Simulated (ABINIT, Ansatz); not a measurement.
An input for ABINIT 10.8.3 (Ba2TaBiO6 (R-3)):

```
acell 3*1.0 Angstrom
rprim 
  3.075626834241 1.775713980676 4.956223105800
  -3.075626834241 1.775713980676 4.956223105800
  0.000000000000 -3.551427961352 4.956223105800
ntypat 4
znucl 56 73 83 8
natom 10
typat 1 1 2 3 4 4 4 4 4 4
xred 
  0.748816000000 0.748816000000 0.748816000000
  0.251184000000 0.251184000000 0.251184000000
  0.500000000000 0.500000000000 0.500000000000
  0.000000000000 0.000000000000 0.000000000000
  0.725510000000 0.218856000000 0.322035000000
  0.218856000000 0.322035000000 0.725510000000
  0.322035000000 0.725510000000 0.218856000000
  0.274490000000 0.781144000000 0.677965000000
  0.677965000000 0.274490000000 0.781144000000
  0.781144000000 0.677965000000 0.274490000000
pp_dirpath "pseudos"
pseudos "Ba.upf, Ta.upf, Bi.upf, O.upf"
ecut 62
ngkpt 2 2 2
nshiftk 1
shiftk 0 0 0
kptopt 1
chksymbreak 0
iscf -2
irdden 1
istwfk *1
nband 424
nbdbuf 38
tolwfr 1e-09
nstep 60
prtvol 0
indata_prefix "in"
outdata_prefix "out"
tmpdata_prefix "tmp"
```

```sh
OMP_NUM_THREADS=1 mpirun -n 4 abinit run.abi > log
```

Estimate wall time and host memory on 4 MPI ranks of Arm Neoverse V1, shared host.

It took 18 min; on shared hardware allow 9.1 min to 36 min. Peak host memory was 1.4 GiB.

[Paths, hosts, dates, memory and timing lines, banners, echoed tables and standing remarks are left out of the program output.]

[Logs are printed without paths, hosts, clocks, repeated set-up lines and the standing remarks that a program may print on its own settings, such as how far it seeks lower states.]

[Runs of the session that timed out or met a known fault of the program may be left out.]

[Hosts, paths, dates, database ids (printed as entryN), source tags and the programs' standing remarks are cut or masked in the printed files.]

[G0W0 gaps are taken among the corrected bands and points alone; a level outside them can change the order at an edge.]

[Where Ansatz stands beside ABINIT at settings called matched, ABINIT's density can come from a denser mesh and the files from another edition; pairs whose starting gaps differed by over 0.03 eV were left out, so agreement reads better than it is.]
